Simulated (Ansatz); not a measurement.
Rows from a G0W0 calculation on Rb2CdSe2O6 (R-3m) (Ansatz 0.2.0; G0W0 on PBE, plane waves, PAW; PAW set soft_1; 2×2×2 mesh, 426 empty bands, screening to 100 eV, plasmon pole, PAW set soft_1 files), in eV. Spin-orbit coupling is left out.

| row | k | band | start | Σx | Σc at the solution | Vxc |
| --- | --- | --- | --- | --- | --- | --- |
| A | Γ | v1 | 5.482 | -26.416 | 4.964 | -20.630 |
| B | (0.000, -0.500, -0.500) | c2 | 10.494 | -11.618 | -3.143 | -16.083 |
| C | Γ | c1 | 9.493 | -9.856 | -4.033 | -14.927 |
| D | (0.000, -0.500, -0.500) | v1 | 5.569 | -23.875 | 3.543 | -19.450 |
| E | (0.000, -0.500, -0.500) | c1 | 10.129 | -11.494 | -3.252 | -15.957 |
| F | Γ | c2 | 10.318 | -10.916 | -3.223 | -15.400 |

Work out each quasiparticle level and how far it moved.

The quasiparticle equation reads E = start + Σx + Σc(E) − Vxc.

| row | E (eV) | shift (eV) |
| --- | --- | --- |
| A | 4.660 | −0.822 |
| B | 11.816 | +1.322 |
| C | 10.531 | +1.038 |
| D | 4.687 | −0.882 |
| E | 11.339 | +1.210 |
| F | 11.579 | +1.260 |

Limits: not at the basis limit; d shell near the gap, gap tends to lie low; no spin-orbit coupling; coarse k mesh.

[Runs of the session that timed out or met a known fault of the program may be left out.]

[Cells called generated may have been cut or substituted from an entry of the Crystallography Open Database or the Materials Project.]

[Hosts, paths, dates, database ids (printed as entryN), source tags and the programs' standing remarks are cut or masked in the printed files.]
